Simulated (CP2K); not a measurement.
Consider cyanoacetylene at its PBE geometry (Å).

```xyz
5

C    -1.2850   -0.1706   -0.0260
C    -0.0801   -0.0136   -0.0010
C     1.2757    0.1674    0.0263
N     2.4364    0.3251    0.0474
H    -2.3471   -0.3082   -0.0466
```

Method: CP2K XAS_TDP, all-electron GAPW, PBEh(45%), aug-cc-pVTZ, TDA, GW2X-corrected core level, no relativity.

Predict the bright core excitations at the C K edge.

Leading lines: C1 285.02 eV, C2 285.92 eV and C3 286.67 eV. The leading line of an atom is its first one with 35 % of the strongest within 2.5 eV of its lowest line over the strength cut. Core ionisation energies at this level: C2 292.09, C3 292.91 and C1 291.67 eV.

The first six lines of each atom with a strength over 0.0015:

```
                  atom  energy (eV)  states  strength, one atom  above the computed threshold
C1 (bonded to C and H)       285.02       2              0.1021                              
                             289.01       1              0.0095                              
                             289.79       1              0.0029                              
                             290.60       2              0.0107                              
                             292.88       2              0.0095                           yes
                             293.42       2              0.0016                           yes
    C2 (bonded to 2 C)       285.92       2              0.0672                              
                             290.93       2              0.0389                              
                             291.67       1              0.0137                              
                             292.01       2              0.0156                              
                             292.80       2              0.0161                           yes
                             292.98       1              0.0086                           yes
C3 (bonded to C and N)       286.67       2              0.0736                              
                             291.75       1              0.0026                              
                             291.93       2              0.0620                              
                             292.36       2              0.0017                              
                             292.75       1              0.0023                              
                             293.27       1              0.0083                           yes
```

Lines are vertical, at one geometry, with no vibrational structure. GW2X ionisation energies and lines can be off by 1 to 2 eV either way, and a good line position may hide errors that cancel. These values hold no scalar relativity, about 0.1 eV for C 1s. Rydberg lines, and the discretised continuum above threshold, depend on the basis and the box.

[Banner, clock and machine lines of the logs are left out without a mark of their own.]

[Logs are printed without paths, hosts, clocks, repeated set-up lines and the standing remarks that a program may print on its own settings, such as how far it seeks lower states.]

[Hosts, paths, dates, database ids (printed as entryN), source tags and the programs' standing remarks are cut or masked in the printed files.]
